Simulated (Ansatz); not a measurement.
# How many bands does the GW gap of SiC (Moissanite) need?

Wanted: a G0W0 gap for SiC (Moissanite) that is converged in bands and cutoff, or an estimate of the limit.

Program: Ansatz 0.2.0. Level of theory: G0W0 on PBE, plane waves, PAW. Results are calculated unless marked as measured.

## 1. The starting structure

It takes space group P6_3mc (No. 186, hexagonal). The conventional cell has a = 3.081 Å, b = 3.081 Å, c = 15.125 Å, α = 90.00°, β = 90.00°, γ = 120.00°. Nearest to Si lie 4 C at 1.88 to 1.90 Å. Nearest to Si lie 4 C at 1.89 Å. Nearest to C lie 4 Si at 1.88 to 1.89 Å. Nearest to C lie 4 Si at 1.89 Å. C has 4 Si at 1.89 to 1.90 Å nearest. Farther neighbours are not listed.

As a file:

```cif
data_structure
_symmetry_space_group_name_H-M 'P 1'
_symmetry_Int_Tables_number 1
_cell_length_a 3.0810
_cell_length_b 3.0810
_cell_length_c 15.1248
_cell_angle_alpha 90.000
_cell_angle_beta 90.000
_cell_angle_gamma 120.000
_cell_volume 124.34
loop_
_atom_site_label
_atom_site_type_symbol
_atom_site_fract_x
_atom_site_fract_y
_atom_site_fract_z
_atom_site_occupancy
Si1 Si 0.00000 0.00000 0.00000 1
Si2 Si 0.00000 0.00000 0.50000 1
Si3 Si 0.33333 0.66667 0.16640 1
Si4 Si 0.66667 0.33333 0.66640 1
Si5 Si 0.66667 0.33333 0.33290 1
Si6 Si 0.33333 0.66667 0.83290 1
C7 C 0.33333 0.66667 0.04120 1
C8 C 0.66667 0.33333 0.54120 1
C9 C 0.66667 0.33333 0.20800 1
C10 C 0.33333 0.66667 0.70800 1
C11 C 0.00000 0.00000 0.37460 1
C12 C 0.00000 0.00000 0.87460 1
```

The cell and positions come from the Crystallography Open Database and are kept as given unless a step says otherwise. The default PAW set here is soft_2. Its files were made with PBE.

## 2. 93 empty bands, screening to 48 eV

Now the one-shot GW correction: screening in the RPA, then the self-energy of the levels asked for.

File input.yaml:

```yaml
crystal:
  lattice:
    - [3.081, 0.0, 0.0]
    - [-1.5405, 2.6682242691, 0.0]
    - [0.0, 0.0, 15.1248]
  atoms:
    - { symbol: Si, position: [0.0, 0.0, 0.0] }
    - { symbol: Si, position: [0.0, 0.0, 0.5] }
    - { symbol: Si, position: [0.3333333333, 0.6666666667, 0.1664] }
    - { symbol: Si, position: [0.6666666667, 0.3333333333, 0.6664] }
    - { symbol: Si, position: [0.6666666667, 0.3333333333, 0.3329] }
    - { symbol: Si, position: [0.3333333333, 0.6666666667, 0.8329] }
    - { symbol: C, position: [0.3333333333, 0.6666666667, 0.0412] }
    - { symbol: C, position: [0.6666666667, 0.3333333333, 0.5412] }
    - { symbol: C, position: [0.6666666667, 0.3333333333, 0.208] }
    - { symbol: C, position: [0.3333333333, 0.6666666667, 0.708] }
    - { symbol: C, position: [0.0, 0.0, 0.3746] }
    - { symbol: C, position: [0.0, 0.0, 0.8746] }
kpoints:
  mp_grid: { grid: [6, 6, 2] }
hamiltonian:
  xc: pbe
scf:
  occupations: { method: fixed }
gw:
  n_empty_bands: 93
  ecut_chi: 48
  qp_bands: [v4, c4]
  qp_kpoints: band_edges
  screening: { model: contour_deformation }
```

Run with:

```console
ansatz run input.yaml --threads 3 --pin off --max-ram 92160MiB --backend cuda --events-out ev --progress --plain --runs-dir out --devices 1 --max-vram 13GiB  # rebuilt from the run's record
```

Numbers of over 12 decimals in the logs are rounded to 6 here.

What it wrote:

```text
GPUs: using 1 of 1 available (devices: 1).
Engine: ansatz 0.2.0, x86_64-unknown-linux-gnu
Pseudopotentials: kind: paw
Pseudopotential: Si, paw, valence charge 4, recommended cutoff 420 eV (normal), Si.paw.azcp
Pseudopotential: C, paw, valence charge 4, recommended cutoff 420 eV (normal), C.paw.azcp
Functional definition: PBE
  parameter kappa = 0.804
  parameter beta = 0.066725
  exchange = pbe_x(kappa = kappa, mu = beta*pi^2/3)
  correlation = pbe_c(beta = beta)
device memory: the entry about to start is reckoned to put 2.1 GiB on a device that reports 36.9 GiB free (of which the cap on the GPU budget leaves the run 13.0 GiB)
GPU FFT provider: cuFFT
GPU libraries: cuBLAS 13.8.2, cuFFT 12.4.0, cuSOLVER 12.3.4
Crystal: 12 atoms, lattice volume = 124.338 Å³
Basis set: ecut = 420 eV, 2415 PW (Γ)
Bands: 36, of which v1, the nominal top of the filled ones, is band 24 counted from 1 (23 counted from 0)
Symmetry: 12 space group operations
Space group: P63mc (ITA 186), of the structure as read, at distance tolerance 5.0e-5 Å
k-points: 14 of 72
Non-local potential: Si, projectors of the file, l = 0: 2, l = 1: 2, l = 2: 2
Non-local potential: C, projectors of the file, l = 0: 2, l = 1: 2, l = 2: 1
PAW form: soft (Blöchl's): semilocal exchange-correlation on the pseudo side does not see the compensation charge
PAW one-centre angular grid: Si, 110 points (default); XC on 64 Gauss nodes
PAW one-centre angular grid: C, 110 points (default); XC on 64 Gauss nodes
Initial density: superposition of atomic densities (neutral atoms: chi_scale 0, normalization atom), corrected by the library's trained network
Initial wavefunctions: pseudopotential atomic-orbital guess
GPU buffer pool allocated for 62208 grid points (all kernels)
GPU transforms: local potential and band sums: pruned to the plane-wave sphere, on 24×24×108
Functional: x = pbe(κ = 0.804, μ = 0.219515), c = pbe(β = 0.066725)
SCF iter   1: F=—  HF=-5322.920596 eV  |F-HF|=—  |Δ(HF+E_count)|=         —  Δρ=2.37e-3  dr2=6.93e-3  ethr=1.77e-3  ⟨swp⟩=4.9  Hψ=2072  notcnv=0  defer=136
preconditioner: auto → none  [insulator: Δε(μ)=1.988 eV  Ē_g=11.960 eV  n_scr=10 (ndim 8)  ℏωp=23.1 eV  f_vac=0.000  ε∞_Penn≈4.7]
SCF iter   2: F=—  HF=-5322.920721 eV  |F-HF|=—  |Δ(HF+E_count)|=   1.25e-4  Δρ=8.95e-4  dr2=6.96e-4  ethr=1.44e-5  ⟨swp⟩=2.4  Hψ=964  notcnv=0  defer=140
SCF iter   3: F=—  HF=-5322.920872 eV  |F-HF|=—  |Δ(HF+E_count)|=   1.51e-4  Δρ=4.18e-4  dr2=1.95e-4  ethr=1.45e-6  ⟨swp⟩=2.0  Hψ=708  notcnv=0  defer=140
SCF iter   4: F=—  HF=-5322.920969 eV  |F-HF|=—  |Δ(HF+E_count)|=   9.63e-5  Δρ=2.37e-4  dr2=8.14e-5  ethr=4.05e-7  ⟨swp⟩=2.0  Hψ=635  notcnv=0  defer=125
SCF iter   5: F=—  HF=-5322.920991 eV  |F-HF|=—  |Δ(HF+E_count)|=   2.28e-5  Δρ=8.12e-5  dr2=6.53e-6  ethr=1.70e-7  ⟨swp⟩=2.5  Hψ=654  notcnv=0  defer=104
SCF iter   6: F=—  HF=-5322.920997 eV  |F-HF|=—  |Δ(HF+E_count)|=   5.65e-6  Δρ=1.48e-5  dr2=2.31e-7  ethr=1.36e-8  ⟨swp⟩=2.1  Hψ=680  notcnv=0  defer=108
SCF iter   7: F=-5322.920997 eV  HF=-5322.920997 eV  |F-HF|=2.21e-8  |Δ(HF+E_count)|=   2.56e-7  Δρ=3.64e-6  dr2=3.88e-8  ethr=2.08e-10  ⟨swp⟩=11.9  Hψ=2450  notcnv=0
SCF 1 converged in 7 iterations: F = -5322.920997 eV  dr2 = 3.88e-8
  greatest PAW one-centre occupation: 0.645 electrons in one spin orbital (limit 2), on the C atom at site 7 (counted from 0), in its partial waves of l = 0
device memory: the entry about to start is reckoned to put 3.0 GiB on a device that reports 36.1 GiB free (of which the cap on the GPU budget leaves the run 13.0 GiB)
NSCF: frozen V_eff on 14 k-points
the band table was solved once the SCF had ended and its energy, with any forces and stress, was formed, with the checks that follow a solve (2097 applications of the Hamiltonian). They found nothing against the state; the energy, forces and stress were not computed again (output.eigenvalues in the input reference)
device memory: the entry about to start is reckoned to put 4.0 GiB on a device that reports 35.5 GiB free (of which the cap on the GPU budget leaves the run 13.0 GiB)
NSCF: frozen V_eff on 14 k-points
G₀W₀ screening: q 1/14
[... further progress lines ...]
SCF converged after 7 iterations
Free energy (F): -5322.920997 eV
Harris-Foulkes:  -5322.920997 eV  (|F-HF|=2.21e-8)
Internal energy: -5322.920997 eV  (E = F + TS)
E sigma→0 (E₀):  -5322.920997 eV
Fermi energy:    9.512835 eV
--- Per-component energies (eV) ---
  E_band       = 171.559155
  E_kinetic    = 814.055548
  E_local      = -628.799249  (includes V_loc(G=0)·N_el)
  E_nonlocal   = 310.878404
  E_hartree    = 193.381337
  E_xc         = -632.911700
  E_vxc        = -656.085299  (∫ρ·V_xc dr)
  E_paw        = -3672.508522  (= ΣΔE_a)
  E_vpaw       = -55.253369  (= ΣTr[D̂ρ^β])
  E_aug_tail   = 0.000069  (compensation charges beyond the density's cutoff)
  E_ewald      = -1707.016885
  E_smearing   = -0.000000  (= −TS)
  E_closure    = -0.000000  (closes the sum)
  Σ components = -5322.920997   (vs F -5322.920997, Δ=0.00e0)
--- Band table (eV; the first three rows and the last of 14) ---
  k-point 0: bands = [... 20 lower, 9.2257, 9.4776, 9.5128, 9.5128, 14.6746, 14.8456, 15.2466, 15.7559, ... 8 higher]
  k-point 1: bands = [... 20 lower, 9.4181, 9.4181, 9.4181, 9.4181, 14.7415, 14.7415, 15.4797, 15.4797, ... 8 higher]
  k-point 2: bands = [... 20 lower, 8.7241, 8.8116, 9.1741, 9.2745, 14.2293, 14.6075, 14.7041, 15.3849, ... 8 higher]
  k-point 13: bands = [... 20 lower, 6.8884, 6.8884, 7.2515, 7.2515, 13.1856, 13.1856, 13.8244, 13.8244, ... 8 higher]
--- G₀W₀: contour deformation, 6 samples at zero and on the imaginary axis and 2 off it, 72 q-points, 93 empty bands' worth ---
  eigenvalues of the whole cell's RPA ε∞ on this k-mesh (on a slab, of 1 + 4πα/V) = 7.0772, 7.2474, 7.2474; static W/v taken at q = 0 is 0.138152
  bands read: the sum over 117 bands ends inside a degenerate multiplet in 7 slots, whose members it reads at an even weight; the widest, k=1: bands 117 to 120 (counted from 1) at 1/4 each
  gw.qp_kpoints: band_edges: 10 of 14 stored k-points solved, in 1 pass; an edge of the gap read off the rows below is read off those points alone
    valence top: of the k-points left out ik 8 came nearest to being solved in a further pass, in band 24 (counted from 1, as in the quasiparticle table): it holds the edge there only if its correction is more favourable than any solved in that band by at least 0.718 eV; those differ by 0.305 eV
    conduction bottom: of the k-points left out ik 10 came nearest to being solved in a further pass, in band 25 (counted from 1, as in the quasiparticle table): it holds the edge there only if its correction is more favourable than any solved in that band by at least 1.080 eV; those differ by 0.374 eV
    ik  band        ε_KS         Σx   Σc(E_QP)       V_xc       Z   E_QP_lin       E_QP  E_QP is
     0    21      9.2257   -18.3835     2.9146   -15.6855  0.7983     9.4420     9.4423  root
     0    22      9.4776   -18.2300     2.7864   -15.7206  0.8004     9.7541     9.7546  root
     0    23      9.5128   -18.3347     2.8510   -15.7474  0.7998     9.7761     9.7766  root
     0    24      9.5128   -18.3347     2.8510   -15.7474  0.7998     9.7761     9.7766  root
     0    25     14.6746    -9.1256    -4.2454   -14.4799  0.8110    15.7941    15.7836  root
     0    26     14.8456    -9.0261    -4.2936   -14.4308  0.8097    15.9676    15.9567  root
     0    27     15.2466    -9.0106    -4.3656   -14.4943  0.8076    16.3765    16.3647  root
     0    28     15.7559    -8.8661    -4.5135   -14.5141  0.8023    16.9029    16.8904  root
     1    21      9.4181   -18.3469     2.8701   -15.7253  0.7993     9.6661     9.6666  root
     1    22      9.4181   -18.3469     2.8701   -15.7253  0.7993     9.6661     9.6666  root
     1    23      9.4181   -18.3469     2.8701   -15.7253  0.7993     9.6661     9.6666  root
     1    24      9.4181   -18.3469     2.8701   -15.7253  0.7993     9.6661     9.6666  root
     1    25     14.7415    -9.0917    -4.2621   -14.4640  0.8105    15.8624    15.8518  root
     1    26     14.7415    -9.0917    -4.2621   -14.4640  0.8105    15.8624    15.8518  root
     1    27     15.4797    -8.9090    -4.4260   -14.4612  0.8057    16.6182    16.6058  root
     1    28     15.4797    -8.9090    -4.4260   -14.4612  0.8057    16.6182    16.6058  root
     2    21      8.7241   -18.4152     3.0018   -15.5625  0.7960     8.8731     8.8733  root
     2    22      8.8116   -18.4054     2.9971   -15.5595  0.7963     8.9627     8.9629  root
     2    23      9.1741   -18.2632     2.8374   -15.6548  0.7989     9.4027     9.4031  root
     2    24      9.2745   -18.4643     2.9052   -15.7914  0.7987     9.5065     9.5068  root
     2    25     14.2293    -7.3870    -4.1637   -12.5161  0.8139    15.2026    15.1946  root
     2    26     14.6075    -7.4070    -4.2322   -12.6409  0.8108    15.6185    15.6093  root
     2    27     14.7041    -7.6745    -4.2193   -12.9165  0.8127    15.7360    15.7268  root
     2    28     15.3849    -7.5629    -4.3669   -13.0009  0.8071    16.4675    16.4560  root
[...]
13    21      6.8884   -18.1123     3.2921   -14.7224  0.7837     6.7904     6.7905  root
    13    22      6.8884   -18.1123     3.2921   -14.7224  0.7837     6.7904     6.7905  root
    13    23      7.2515   -18.2146     3.2108   -14.9622  0.7873     7.2100     7.2100  root
    13    24      7.2515   -18.2146     3.2108   -14.9622  0.7873     7.2100     7.2100  root
    13    25     13.1856    -7.0479    -3.7865   -11.7035  0.8181    14.0603    14.0548  root
    13    26     13.1856    -7.0479    -3.7865   -11.7035  0.8181    14.0603    14.0548  root
    13    27     13.8244    -7.3527    -3.9464   -12.2663  0.8138    14.7993    14.7916  root
    13    28     13.8244    -7.3527    -3.9464   -12.2663  0.8138    14.7993    14.7916  root
```

It took 12 s on 1 × NVIDIA H100 80GB HBM3 (shared by 6 runs) with 3 threads of AMD EPYC 7R13 (Zen 3), shared host; peak memory 1.1 GiB.

This step gave:

```yaml
bands_summed: 117
rpa_eps_infinity_on_this_mesh_eigenvalues: 7.077, 7.247, 7.247
plane_waves_in_the_screening_matrix: 95
q_points_in_the_mesh: 72
g0w0_gap_on_the_mesh: 2.489 eV
k_of_the_valence_top: 0, 0, 0
k_of_the_conduction_bottom: 0, -0.5, 0
starting_gap_on_the_mesh: 2.013 eV
z_at_the_valence_top: 0.7998
z_at_the_conduction_bottom: 0.8207
least_direct_g0w0_gap_on_the_computed_points: 3.751 eV
```

The gap on the mesh goes from 2.01 eV to 2.49 eV, a correction of +0.48 eV. Between the two edge states, bare exchange in place of the xc potential would open the gap by 6.80 eV, and correlation takes back 6.33 eV.

## 3. 265 empty bands, screening to 96 eV

Another rung: the empty bands reach about as high as the screening cutoff, so the two stay in balance.

input.yaml, as its differences from that of step 2:

```diff
@@ -25,4 +25,4 @@
 gw:
-  n_empty_bands: 93
-  ecut_chi: 48
+  n_empty_bands: 265
+  ecut_chi: 96
   qp_bands: [v4, c4]
```

What it wrote:

```text
GPUs: using 1 of 1 available (devices: 1).
[...]
GPU FFT provider: cuFFT
GPU libraries: cuBLAS 13.8.2, cuFFT 12.4.0, cuSOLVER 12.3.4
Crystal: 12 atoms, lattice volume = 124.338 Å³
Basis set: ecut = 420 eV, 2415 PW (Γ)
Bands: 36, of which v1, the nominal top of the filled ones, is band 24 counted from 1 (23 counted from 0)
Symmetry: 12 space group operations
[...]
k-points: 14 of 72
[...]
GPU buffer pool allocated for 62208 grid points (all kernels)
[...]
SCF iter   1: F=—  HF=-5322.920596 eV  |F-HF|=—  |Δ(HF+E_count)|=         —  Δρ=2.37e-3  dr2=6.93e-3  ethr=1.77e-3  ⟨swp⟩=4.9  Hψ=2072  notcnv=0  defer=136
[...]
SCF iter   7: F=-5322.920997 eV  HF=-5322.920997 eV  |F-HF|=2.21e-8  |Δ(HF+E_count)|=   2.56e-7  Δρ=3.64e-6  dr2=3.88e-8  ethr=2.08e-10  ⟨swp⟩=11.9  Hψ=2450  notcnv=0
SCF 1 converged in 7 iterations: F = -5322.920997 eV  dr2 = 3.88e-8
[...]
NSCF: frozen V_eff on 14 k-points
[...]
G₀W₀ screening: q 1/14
[... further progress lines ...]
SCF converged after 7 iterations
Free energy (F): -5322.920997 eV
[...]
Internal energy: -5322.920997 eV  (E = F + TS)
E sigma→0 (E₀):  -5322.920997 eV
Fermi energy:    9.512835 eV
[...]
--- Band table (eV; the first three rows and the last of 14) ---
  k-point 0: bands = [... 20 lower, 9.2257, 9.4776, 9.5128, 9.5128, 14.6746, 14.8456, 15.2466, 15.7559, ... 8 higher]
  k-point 1: bands = [... 20 lower, 9.4181, 9.4181, 9.4181, 9.4181, 14.7415, 14.7415, 15.4797, 15.4797, ... 8 higher]
  k-point 2: bands = [... 20 lower, 8.7241, 8.8116, 9.1741, 9.2745, 14.2293, 14.6075, 14.7041, 15.3849, ... 8 higher]
  k-point 13: bands = [... 20 lower, 6.8884, 6.8884, 7.2515, 7.2515, 13.1856, 13.1856, 13.8244, 13.8244, ... 8 higher]
[...]
0    21      9.2257   -18.3835     2.3434   -15.6855  0.7904     8.8702     8.8711  root
     0    22      9.4776   -18.2300     2.1937   -15.7206  0.7921     9.1612     9.1619  root
     0    23      9.5128   -18.3347     2.2650   -15.7474  0.7916     9.1898     9.1905  root
     0    24      9.5128   -18.3347     2.2650   -15.7474  0.7916     9.1898     9.1905  root
     0    25     14.6746    -9.1256    -4.6610   -14.4799  0.8034    15.3719    15.3680  root
     0    26     14.8456    -9.0261    -4.7096   -14.4308  0.8022    15.5448    15.5408  root
     0    27     15.2466    -9.0106    -4.7830   -14.4943  0.8000    15.9518    15.9474  root
     0    28     15.7559    -8.8661    -4.9333   -14.5141  0.7948    16.4755    16.4706  root
[...]
13    25     13.1856    -7.0479    -4.1972   -11.7035  0.8132    13.6455    13.6441  root
    13    26     13.1856    -7.0479    -4.1972   -11.7035  0.8132    13.6455    13.6441  root
    13    27     13.8244    -7.3527    -4.3783   -12.2663  0.8083    14.3620    14.3597  root
    13    28     13.8244    -7.3527    -4.3783   -12.2663  0.8083    14.3620    14.3597  root
```

Wall time 44 s (1 × NVIDIA H100 80GB HBM3 (shared by 6 runs) with 3 threads); peak memory 1.4 GiB.

Numbers from this step:

| Quantity | Value |
| --- | --- |
| bands summed | 289 |
| RPA ε∞ on this mesh (eigenvalues) | 6.876, 7.043, 7.043 |
| plane waves in the screening matrix | 295 |
| q-points in the mesh | 72 |
| G0W0 gap on the mesh | 2.712 eV |
| k of the valence top | 0, 0, 0 |
| k of the conduction bottom | 0, -0.5, 0 |
| starting gap on the mesh | 2.013 eV |
| Z at the valence top | 0.7916 |
| Z at the conduction bottom | 0.8157 |
| least direct G0W0 gap on the computed points | 3.927 eV |

Against the run with 6×6×2 mesh, 93 empty bands, screening to 48 eV, the gap moves by +0.22 eV.

## 4. 571 empty bands, screening to 160 eV

input.yaml, as its differences from that of step 3:

```diff
@@ -25,4 +25,4 @@
 gw:
-  n_empty_bands: 265
-  ecut_chi: 96
+  n_empty_bands: 571
+  ecut_chi: 160.0
   qp_bands: [v4, c4]
```

What it wrote:

```text
GPUs: using 1 of 1 available (devices: 1).
[...]
GPU FFT provider: cuFFT
GPU libraries: cuBLAS 13.8.2, cuFFT 12.4.0, cuSOLVER 12.3.4
Crystal: 12 atoms, lattice volume = 124.338 Å³
Basis set: ecut = 420 eV, 2415 PW (Γ)
Bands: 36, of which v1, the nominal top of the filled ones, is band 24 counted from 1 (23 counted from 0)
Symmetry: 12 space group operations
[...]
k-points: 14 of 72
[...]
0    28     15.7559    -8.8661    -5.1537   -14.5141  0.7930    16.2526    16.2502  root
[...]
13    25     13.1856    -7.0479    -4.3626   -11.7035  0.8121    13.4793    13.4787  root
    13    26     13.1856    -7.0479    -4.3626   -11.7035  0.8121    13.4793    13.4787  root
    13    27     13.8244    -7.3527    -4.5595   -12.2663  0.8071    14.1794    14.1785  root
    13    28     13.8244    -7.3527    -4.5595   -12.2663  0.8071    14.1794    14.1785  root
[key lines of the parts left out:]
SCF converged after 7 iterations
Free energy (F): -5322.920997 eV
Fermi energy:    9.512835 eV
```

Elapsed: 74 s, on 1 × NVIDIA H100 80GB HBM3 (shared by 6 runs) with 3 threads; peak memory 2.3 GiB; 2.1 min of CPU time.

This step gave:

```yaml
bands_summed: 595
rpa_eps_infinity_on_this_mesh_eigenvalues: 6.863, 7.028, 7.028
plane_waves_in_the_screening_matrix: 589
g0w0_gap_on_the_mesh: 2.863 eV
k_of_the_valence_top: 0, 0, 0
k_of_the_conduction_bottom: 0, -0.5, 0
starting_gap_on_the_mesh: 2.013 eV
least_direct_g0w0_gap_on_the_computed_points: 4.053 eV
```

Against the run with 6×6×2 mesh, 265 empty bands, screening to 96 eV, the gap moves by +0.15 eV.

## 5. Changing the k mesh: 6×6×1 mesh, 265 empty bands, screening to 96 eV

Only the mesh changes. It samples the long-range screening, which converges on its own terms. Bands and cutoff differ from the step before, so it is read against an earlier run that matches them.

input.yaml, as its differences from that of step 4:

```diff
@@ -19,3 +19,3 @@
 kpoints:
-  mp_grid: { grid: [6, 6, 2] }
+  mp_grid: { grid: [6, 6, 1] }
 hamiltonian:
@@ -25,4 +25,4 @@
 gw:
-  n_empty_bands: 571
-  ecut_chi: 160.0
+  n_empty_bands: 265
+  ecut_chi: 96
   qp_bands: [v4, c4]
```

What it wrote:

```text
GPUs: using 1 of 1 available (devices: 1).
[...]
GPU FFT provider: cuFFT
GPU libraries: cuBLAS 13.8.2, cuFFT 12.4.0, cuSOLVER 12.3.4
Crystal: 12 atoms, lattice volume = 124.338 Å³
Basis set: ecut = 420 eV, 2415 PW (Γ)
Bands: 36, of which v1, the nominal top of the filled ones, is band 24 counted from 1 (23 counted from 0)
Symmetry: 12 space group operations
[...]
k-points: 7 of 36
[...]
0    28     15.7570    -8.8680    -4.9332   -14.5138  0.7948    16.4745    16.4696  root
[...]
6    25     13.0006    -6.9154    -4.2483   -11.6093  0.8143    13.4475    13.4461  root
     6    26     13.0006    -6.9154    -4.2483   -11.6093  0.8143    13.4475    13.4461  root
     6    27     13.2542    -7.1477    -4.3301   -11.9634  0.8126    13.7414    13.7397  root
     6    28     14.5518    -7.3782    -4.5632   -12.5445  0.8003    15.1584    15.1550  root
[key lines of the parts left out:]
SCF converged after 7 iterations
Free energy (F): -5322.914292 eV
Fermi energy:    9.513416 eV
```

Run time: 19 s. Hardware: 1 × NVIDIA H100 80GB HBM3 (shared by 6 runs) with 3 threads; peak memory 1.2 GiB.

This step gave:

```
bands summed                                 : 289
RPA ε∞ on this mesh (eigenvalues)            : 6.985, 7.037, 7.037
plane waves in the screening matrix          : 295
G0W0 gap on the mesh                         : 2.711 eV
k of the valence top                         : 0, 0, 0
k of the conduction bottom                   : 0, -0.5, 0
starting gap on the mesh                     : 2.013 eV
least direct G0W0 gap on the computed points : 3.927 eV
```

Against the run with 6×6×2 mesh, 265 empty bands, screening to 96 eV, the gap moves by −0.001 eV.

(Part 1 of 2 ends here.)

[Paths, hosts, dates, memory and timing lines, banners, echoed tables and standing remarks are left out of the program output.]

[Logs are printed without paths, hosts, clocks, repeated set-up lines and the standing remarks that a program may print on its own settings, such as how far it seeks lower states.]

[Runs of the session that timed out or met a known fault of the program may be left out.]

[Cells called generated may have been cut or substituted from an entry of the Crystallography Open Database or the Materials Project.]

[Hosts, paths, dates, database ids (printed as entryN), source tags and the programs' standing remarks are cut or masked in the printed files.]
